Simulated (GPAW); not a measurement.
## Conductance along a series: a Pt chain with one bond drawn out

Aim: how the conductance and the thermopower change along a series of junctions, a Pt chain with one bond drawn out.

Method: GPAW LCAO, PAW setups; Landauer transmission from Green's functions with principal layers (ASE), zero bias, in GPAW 26.7.0.

## (1) Set-up

The cell holds 14 atoms: 14 Pt. Cell: a = 9.000 Å, b = 9.000 Å, c = 33.800 Å, α = 90.0°, β = 90.0°, γ = 90.0°. Regions: left lead, 7 atoms (7 Pt); right lead, 7 atoms (7 Pt). Vacuum lies along a and b. The structure is stacked along c, and the current runs across the ab planes.

As a file:

```cif
data_structure
_symmetry_space_group_name_H-M 'P 1'
_symmetry_Int_Tables_number 1
_cell_length_a 9.0000
_cell_length_b 9.0000
_cell_length_c 33.8000
_cell_angle_alpha 90.000
_cell_angle_beta 90.000
_cell_angle_gamma 90.000
_cell_volume 2737.80
loop_
_atom_site_label
_atom_site_type_symbol
_atom_site_fract_x
_atom_site_fract_y
_atom_site_fract_z
_atom_site_occupancy
Pt1 Pt 0.50000 0.50000 0.03550 1
Pt2 Pt 0.50000 0.50000 0.10651 1
Pt3 Pt 0.50000 0.50000 0.17751 1
Pt4 Pt 0.50000 0.50000 0.24852 1
Pt5 Pt 0.50000 0.50000 0.31953 1
Pt6 Pt 0.50000 0.50000 0.39053 1
Pt7 Pt 0.50000 0.50000 0.46154 1
Pt8 Pt 0.50000 0.50000 0.53846 1
Pt9 Pt 0.50000 0.50000 0.60947 1
Pt10 Pt 0.50000 0.50000 0.68047 1
Pt11 Pt 0.50000 0.50000 0.75148 1
Pt12 Pt 0.50000 0.50000 0.82249 1
Pt13 Pt 0.50000 0.50000 0.89349 1
Pt14 Pt 0.50000 0.50000 0.96450 1
```

## (2) Junction, stretch 0.2 Å

The structure changes from member to member while basis and functional stay, so that the trend is less open to errors of the level than any single value.

Input file run.py:

```python
import json
import numpy as np
from ase import Atoms
from ase.transport.calculators import TransportCalculator
from gpaw import GPAW, FermiDirac
from gpaw.lcao.tools import get_lcao_hamiltonian
from scipy.linalg import eigh

# The junction with lead layers at both ends, along the third cell vector
device = Atoms(
    ['Pt', 'Pt', 'Pt', 'Pt', 'Pt', 'Pt', 'Pt', 'Pt', 'Pt', 'Pt', 'Pt', 'Pt', 'Pt', 'Pt'],
    positions=[
        [4.50000, 4.50000, 1.20000],
        [4.50000, 4.50000, 3.60000],
        [4.50000, 4.50000, 6.00000],
        [4.50000, 4.50000, 8.40000],
        [4.50000, 4.50000, 10.80000],
        [4.50000, 4.50000, 13.20000],
        [4.50000, 4.50000, 15.60000],
        [4.50000, 4.50000, 18.20000],
        [4.50000, 4.50000, 20.60000],
        [4.50000, 4.50000, 23.00000],
        [4.50000, 4.50000, 25.40000],
        [4.50000, 4.50000, 27.80000],
        [4.50000, 4.50000, 30.20000],
        [4.50000, 4.50000, 32.60000]],
    cell=[[9.0, 0.0, 0.0], [0.0, 9.0, 0.0], [0.0, 0.0, 33.8]],
    pbc=True)

# One principal layer of the lead: the first 5 atoms of the device
lead = Atoms(
    ['Pt', 'Pt', 'Pt', 'Pt', 'Pt'],
    positions=[
        [4.50000, 4.50000, 1.20000],
        [4.50000, 4.50000, 3.60000],
        [4.50000, 4.50000, 6.00000],
        [4.50000, 4.50000, 8.40000],
        [4.50000, 4.50000, 10.80000]],
    cell=[[9.0, 0.0, 0.0], [0.0, 9.0, 0.0], [0.0, 0.0, 12.0]],
    pbc=True)

settings = dict(mode='lcao', basis='dzp', xc='PBE', h=0.2,
                occupations=FermiDirac(0.1), maxiter=250,
                mixer=dict(beta=0.1, nmaxold=8, weight=100.0),
                convergence=dict(density=0.0001))
energies = np.arange(-2, 2 + 1e-9, 0.05)
eta = 0.0001
n1, n2 = 1, 1
# k and -k transmit alike, so half of the mesh across the current serves
mesh = [(i, j) for i in range(n1) for j in range(n2) if (i, j) <= (-i % n1, -j % n2)]
weights = np.array([1 if (i, j) == (-i % n1, -j % n2) else 2 for i, j in mesh]) / (n1 * n2)

# [... helper functions left out ...]
fermi_lead = ground_state(lead, (1, 1, 10), 'lead.txt')
fermi_device = ground_state(device, (1, 1, 3), 'device.txt')
# [... loop over the mesh left out, but for ...]
        # Shift the lead onto the potential of the device's first layer
        shift = ((H[:, 0, 0] - H0[:, 0, 0]) / S0[0, 0]).real.mean()
# [...]
kT = 8.617333e-5 * 77
bias = [0.1, 0.2, 0.5, 1.0, 1.5, 2.0]
# [... integrals and printing left out ...]
```

Run with:

```console
> OMP_NUM_THREADS=1 OPENBLAS_NUM_THREADS=1 python run.py
```

Output:

```text
basis functions: device 378, principal layer 135
Fermi level: lead -4.5367 eV, device -4.5495 eV; lead shifted by -0.0003 eV
largest coupling past the next layer 8.09e-06 eV, largest misfit of the first layer 0.124 eV
  E-E_F (eV)   T (one spin)  [channel counts left out]
    -2.000    2.5776e+00
    -1.950    2.5930e+00
    -1.900    2.6080e+00
    -1.850    2.6228e+00
    -1.800    2.6374e+00
    -1.750    2.6520e+00
    -1.700    2.6665e+00
    -1.650    2.6812e+00
    -1.600    2.6970e+00
    -1.550    3.3049e+00
    -1.500    2.9327e+00
    -1.450    3.0248e+00
    -1.400    3.0945e+00
    -1.350    3.1646e+00
    -1.300    3.2367e+00
    -1.250    3.3060e+00
[...]
1.650    9.9646e-01
     1.700    9.9655e-01
     1.750    9.9663e-01
     1.800    9.9672e-01
     1.850    9.9680e-01
     1.900    9.9688e-01
     1.950    9.9697e-01
     2.000    9.9705e-01
conductance at 77 K: 3.8818 G0 a cell; thermopower 0.01265 uV/K
current from the zero-bias T(E) at 0.1 V: 30.067 uA
current from the zero-bias T(E) at 0.2 V: 60.081 uA
current from the zero-bias T(E) at 0.5 V: 149.06 uA
current from the zero-bias T(E) at 1.0 V: 310.65 uA
current from the zero-bias T(E) at 1.5 V: 457.99 uA
current from the zero-bias T(E) at 2.0 V: 563.45 uA
```

Wall time 1.9 min (1 thread of Arm Neoverse V2, shared host); peak memory 1.3 GiB.

This step gave:

| Quantity | Value |
| --- | --- |
| conductance | 3.882 G₀ |
| largest coupling past the next principal layer | 8.09e-6 eV |
| largest misfit of the first principal layer | 0.1244 eV |
| shift that aligns the lead | -2.54e-4 eV |
| basis functions of the junction | 378 |
| basis functions of a principal layer | 135 |
| transmission at the Fermi level (one spin) | 3.882 |

One spin. Transmission, zone mean against energy, zero at the Fermi level:

```
energy (eV)  transmission, zone mean
      -2.00                     2.58
      -1.90                     2.61
      -1.80                     2.64
      -1.70                     2.67
      -1.55                     3.30
      -1.45                     3.02
      -1.35                     3.16
      -1.25                     3.31
      -1.15                     3.61
      -1.05                     3.92
      -0.90                     4.36
      -0.80                     4.67
      -0.70                     4.98
      -0.60                     5.32
      -0.50                     5.52
      -0.40                     5.74
      -0.25                     3.84
      -0.15                     3.86
      -0.05                     3.88
       0.00                     3.88
       0.05                     3.88
       0.15                     3.84
       0.25                     3.67
       0.40                     2.86
       0.50                     2.81
       0.60                     2.69
       0.70                     2.13
       0.80                    0.995
       0.90                    0.995
       1.05                    0.996
       1.15                    0.996
       1.25                    0.996
       1.35                    0.996
       1.45                    0.996
       1.55                    0.996
       1.70                    0.997
       1.80                    0.997
       1.90                    0.997
       2.00                    0.997
```

Not self-consistent under bias; the bias window is split evenly. The current through one cell, from the zero-bias transmission by bias:

```
bias (V)  current through one cell, from the zero-bias transmission (mA)
   0.100                                                          0.0301
   0.200                                                          0.0601
   0.500                                                           0.149
   1.000                                                           0.311
   1.500                                                           0.458
   2.000                                                           0.563
```

Transmission of the three most open eigenchannels against energy, zero at the Fermi level:

```
energy (eV)  channel 1  channel 2  channel 3
     -2.000      0.950      0.814      0.814
     -1.800      0.955      0.841      0.841
     -1.600      0.964      0.866      0.866
     -1.400      0.974      0.887      0.887
     -1.200      0.978      0.901      0.901
     -1.000      0.981      0.911      0.911
     -0.800      0.982      0.922      0.922
     -0.600      0.984      0.936      0.936
     -0.400      0.988      0.981      0.980
     -0.200      0.992      0.963      0.963
      0.000      0.992      0.967      0.967
      0.200      0.993      0.959      0.959
      0.400      0.995      0.934      0.934
      0.600      0.995      0.850      0.850
      0.800      0.995     1.2e-6     1.5e-9
      1.000      0.995     1.2e-6    1.9e-12
      1.200      0.996     1.3e-6          0
      1.400      0.996     1.3e-6          0
      1.600      0.996     1.3e-6          0
      1.800      0.997     1.3e-6          0
      2.000      0.997     1.4e-6          0
```

Couplings past the next layer reach 8.1e-6 eV, small enough to drop; the matrix elements of the cell's first layer differ from the bulk lead's by up to 0.12 eV. That layer keeps its own values in the calculation, and only beyond it is the lead taken as perfect. The Fermi levels of lead and junction count from different zeros of potential, one for each periodic cell; with both set to zero, the small remaining shift is what aligns them. Without spin-orbit coupling, which is large for these atoms, channel counts and T are those of the scalar-relativistic bands. By hand: G = 3.882 × 77.48 μS = 301 μS, a resistance of 3.32 kΩ; at 0.1 V a linear junction would pass 30.1 μA, and the integral over the bias window gives 30.1 μA.

## (3) Junction: stretch = 0.5

The cell differs from the one that the last finished run ended in (c 33.800 → 34.100 Å).

Changes to run.py since step 2:

```diff
@@ -19,10 +19,10 @@
         [4.50000, 4.50000, 15.60000],
-        [4.50000, 4.50000, 18.20000],
-        [4.50000, 4.50000, 20.60000],
-        [4.50000, 4.50000, 23.00000],
-        [4.50000, 4.50000, 25.40000],
-        [4.50000, 4.50000, 27.80000],
-        [4.50000, 4.50000, 30.20000],
-        [4.50000, 4.50000, 32.60000]],
-    cell=[[9.0, 0.0, 0.0], [0.0, 9.0, 0.0], [0.0, 0.0, 33.8]],
+        [4.50000, 4.50000, 18.50000],
+        [4.50000, 4.50000, 20.90000],
+        [4.50000, 4.50000, 23.30000],
+        [4.50000, 4.50000, 25.70000],
+        [4.50000, 4.50000, 28.10000],
+        [4.50000, 4.50000, 30.50000],
+        [4.50000, 4.50000, 32.90000]],
+    cell=[[9.0, 0.0, 0.0], [0.0, 9.0, 0.0], [0.0, 0.0, 34.1]],
     pbc=True)
```

Output:

```text
basis functions: device 378, principal layer 135
Fermi level: lead -4.5367 eV, device -4.5525 eV; lead shifted by -0.0021 eV
largest coupling past the next layer 8.09e-06 eV, largest misfit of the first layer 0.271 eV
  E-E_F (eV)   T (one spin)  [channel counts left out]
    -2.000    1.2951e+00
    -1.950    1.3235e+00
    -1.900    1.3524e+00
    -1.850    1.3822e+00
    -1.800    1.4132e+00
    -1.750    1.4456e+00
    -1.700    1.4799e+00
    -1.650    1.5170e+00
    -1.600    1.5601e+00
    -1.550    1.7441e+00
    -1.500    1.6785e+00
    -1.450    1.7220e+00
    -1.400    1.7616e+00
    -1.350    1.8046e+00
    -1.300    1.8519e+00
    -1.250    1.9022e+00
[...]
1.650    9.7015e-01
     1.700    9.7086e-01
     1.750    9.7158e-01
     1.800    9.7231e-01
     1.850    9.7304e-01
     1.900    9.7377e-01
     1.950    9.7450e-01
     2.000    9.7524e-01
conductance at 77 K: 3.1949 G0 a cell; thermopower 0.09483 uV/K
current from the zero-bias T(E) at 0.1 V: 24.704 uA
current from the zero-bias T(E) at 0.2 V: 49.132 uA
current from the zero-bias T(E) at 0.5 V: 118.43 uA
current from the zero-bias T(E) at 1.0 V: 234.68 uA
current from the zero-bias T(E) at 1.5 V: 318.2 uA
current from the zero-bias T(E) at 2.0 V: 381.56 uA
```

Elapsed: 2 min, on 1 thread; peak memory 1.4 GiB.

This step gave:

| Item | Value |
| --- | --- |
| conductance | 3.195 G₀ |
| largest misfit of the first principal layer | 0.2709 eV |
| shift that aligns the lead | -0.002097 eV |
| transmission at the Fermi level (one spin) | 3.198 |

One spin. The transmission, zone mean by energy, zero at the Fermi level:

energy (eV), transmission, zone mean and a bar from the least value:
```
    -2.00       1.30 ###
    -1.85       1.38 ###
    -1.70       1.48 ####
    -1.60       1.56 #####
    -1.45       1.72 ######
    -1.30       1.85 #######
    -1.15       2.01 ########
    -1.05       2.12 #########
    -0.90       2.27 ##########
    -0.75       2.46 ############
    -0.60       2.79 ##############
    -0.50       2.99 ################
    -0.35       4.78 ##############################
    -0.20       3.03 ################
    -0.05       3.19 ##################
     0.00       3.20 ##################
     0.05       3.17 #################
     0.20       2.83 ###############
     0.35       2.27 ##########
     0.50       2.02 ########
     0.60       1.76 ######
     0.75       0.96 
     0.90       0.96 
     1.05       0.96 
     1.15       0.96 
     1.30       0.97 
     1.45       0.97 
     1.60       0.97 
     1.70       0.97 
     1.85       0.97 
     2.00       0.98
```

Not self-consistent under bias; the bias window is split evenly. The current through one cell, from the zero-bias transmission by bias:

```
bias (V)  current through one cell, from the zero-bias transmission (μA)
   0.100                                                            24.7
   0.200                                                            49.1
   0.500                                                             118
   1.000                                                             235
   1.500                                                             318
   2.000                                                             382
```

Table of transmission of the three most open eigenchannels by energy, zero at the Fermi level:

```
energy (eV)  channel 1  channel 2  channel 3
     -2.000      0.715      0.290      0.290
     -1.800      0.740      0.336      0.336
     -1.600      0.783      0.388      0.388
     -1.400      0.828      0.441      0.441
     -1.200      0.859      0.486      0.486
     -1.000      0.874      0.520      0.520
     -0.800      0.884      0.555      0.555
     -0.600      0.900      0.608      0.608
     -0.400      0.925      0.679      0.679
     -0.200      0.948      0.745      0.745
      0.000      0.949      0.770      0.770
      0.200      0.954      0.731      0.731
      0.400      0.959      0.620      0.620
      0.600      0.960      0.400      0.400
      0.800      0.961     8.9e-7    4.3e-10
      1.000      0.962     9.1e-7          0
      1.200      0.964     9.3e-7          0
      1.400      0.967     9.4e-7          0
      1.600      0.969     9.6e-7          0
      1.800      0.972     9.8e-7          0
      2.000      0.975     1.0e-6          0
```

The conductance, 3.19 G₀, lies 18 % below that of the member before. The first layer now differs from the lead by 0.27 eV after a shift of -0.0021 eV, a far poorer match of lead and junction than at the start, whatever the conductance shows.

## (4) Member of the series: stretch = 0.8

The cell differs from the one that the last finished run ended in (c 34.100 → 34.400 Å).

Changes to run.py since step 3:

```diff
@@ -19,10 +19,10 @@
         [4.50000, 4.50000, 15.60000],
-        [4.50000, 4.50000, 18.50000],
-        [4.50000, 4.50000, 20.90000],
-        [4.50000, 4.50000, 23.30000],
-        [4.50000, 4.50000, 25.70000],
-        [4.50000, 4.50000, 28.10000],
-        [4.50000, 4.50000, 30.50000],
-        [4.50000, 4.50000, 32.90000]],
-    cell=[[9.0, 0.0, 0.0], [0.0, 9.0, 0.0], [0.0, 0.0, 34.1]],
+        [4.50000, 4.50000, 18.80000],
+        [4.50000, 4.50000, 21.20000],
+        [4.50000, 4.50000, 23.60000],
+        [4.50000, 4.50000, 26.00000],
+        [4.50000, 4.50000, 28.40000],
+        [4.50000, 4.50000, 30.80000],
+        [4.50000, 4.50000, 33.20000]],
+    cell=[[9.0, 0.0, 0.0], [0.0, 9.0, 0.0], [0.0, 0.0, 34.4]],
     pbc=True)
```

Output:

```text
basis functions: device 378, principal layer 135
Fermi level: lead -4.5367 eV, device -4.5494 eV; lead shifted by -0.0043 eV
largest coupling past the next layer 8.09e-06 eV, largest misfit of the first layer 0.364 eV
  E-E_F (eV)   T (one spin)  [channel counts left out]
    -2.000    5.8636e-01
    -1.950    6.0305e-01
    -1.900    6.2050e-01
[...]
1.950    9.1329e-01
     2.000    9.1563e-01
conductance at 77 K: 2.1359 G0 a cell; thermopower 0.2067 uV/K
current from the zero-bias T(E) at 0.1 V: 16.486 uA
current from the zero-bias T(E) at 0.2 V: 32.657 uA
current from the zero-bias T(E) at 0.5 V: 77.573 uA
current from the zero-bias T(E) at 1.0 V: 148.54 uA
current from the zero-bias T(E) at 1.5 V: 197.64 uA
current from the zero-bias T(E) at 2.0 V: 238.34 uA
```

The job ended after 2 min (1 thread; peak memory 1.3 GiB).

One spin. Transmission, zone mean against energy, zero at the Fermi level:

energy (eV), transmission, zone mean and a bar from the least value:
```
    -2.00       0.59 
    -1.85       0.64 #
    -1.70       0.70 #
    -1.60       0.77 ##
    -1.45       0.88 ###
    -1.30       0.97 ####
    -1.15       1.08 #####
    -1.05       1.14 #####
    -0.90       1.21 ######
    -0.75       1.30 #######
    -0.60       1.46 ########
    -0.50       1.56 #########
    -0.35       2.22 ################
    -0.30       3.73 ##############################
    -0.20       1.95 #############
    -0.05       2.13 ###############
     0.00       2.14 ###############
     0.05       2.11 ##############
     0.20       1.82 ############
     0.35       1.53 #########
     0.50       1.33 #######
     0.60       1.17 ######
     0.75       0.87 ###
     0.90       0.87 ###
     1.05       0.88 ###
     1.15       0.88 ###
     1.30       0.89 ###
     1.45       0.89 ###
     1.60       0.90 ###
     1.70       0.90 ###
     1.85       0.91 ###
     2.00       0.92 ###
```

The conductance, 2.14 G₀, lies 33 % below that of the member before. The first layer now differs from the lead by 0.36 eV after a shift of -0.0043 eV, a far poorer match of lead and junction than at the start, whatever the conductance shows.

## (5) Junction: stretch = 1.2

The cell differs from the one that the last finished run ended in (c 34.400 → 34.800 Å).

Changes to run.py since step 4:

```diff
@@ -19,10 +19,10 @@
         [4.50000, 4.50000, 15.60000],
-        [4.50000, 4.50000, 18.80000],
-        [4.50000, 4.50000, 21.20000],
-        [4.50000, 4.50000, 23.60000],
-        [4.50000, 4.50000, 26.00000],
-        [4.50000, 4.50000, 28.40000],
-        [4.50000, 4.50000, 30.80000],
-        [4.50000, 4.50000, 33.20000]],
-    cell=[[9.0, 0.0, 0.0], [0.0, 9.0, 0.0], [0.0, 0.0, 34.4]],
+        [4.50000, 4.50000, 19.20000],
+        [4.50000, 4.50000, 21.60000],
+        [4.50000, 4.50000, 24.00000],
+        [4.50000, 4.50000, 26.40000],
+        [4.50000, 4.50000, 28.80000],
+        [4.50000, 4.50000, 31.20000],
+        [4.50000, 4.50000, 33.60000]],
+    cell=[[9.0, 0.0, 0.0], [0.0, 9.0, 0.0], [0.0, 0.0, 34.8]],
     pbc=True)
```

Output:

```text
basis functions: device 378, principal layer 135
Fermi level: lead -4.5367 eV, device -4.5425 eV; lead shifted by -0.0062 eV
largest coupling past the next layer 8.09e-06 eV, largest misfit of the first layer 0.419 eV
  E-E_F (eV)   T (one spin)  [channel counts left out]
    -2.000    1.9545e-01
    -1.950    2.0208e-01
    -1.900    2.0910e-01
[...]
1.950    7.5942e-01
     2.000    7.6503e-01
conductance at 77 K: 1.0487 G0 a cell; thermopower 0.1658 uV/K
current from the zero-bias T(E) at 0.1 V: 8.1009 uA
current from the zero-bias T(E) at 0.2 V: 16.083 uA
current from the zero-bias T(E) at 0.5 V: 38.687 uA
current from the zero-bias T(E) at 1.0 V: 73.469 uA
current from the zero-bias T(E) at 1.5 V: 99.566 uA
current from the zero-bias T(E) at 2.0 V: 122.85 uA
```

Run time: 2.1 min. Hardware: 1 thread; peak memory 1.4 GiB.

The conductance, 1.05 G₀, lies 51 % below that of the member before. The first layer now differs from the lead by 0.42 eV after a shift of -0.0062 eV, a far poorer match of lead and junction than at the start, whatever the conductance shows.

(Part 1 of 2 ends here.)

[Logs are printed without paths, hosts, clocks, repeated set-up lines and the standing remarks that a program may print on its own settings, such as how far it seeks lower states.]

[Hosts, paths, dates, database ids (printed as entryN), source tags and the programs' standing remarks are cut or masked in the printed files.]
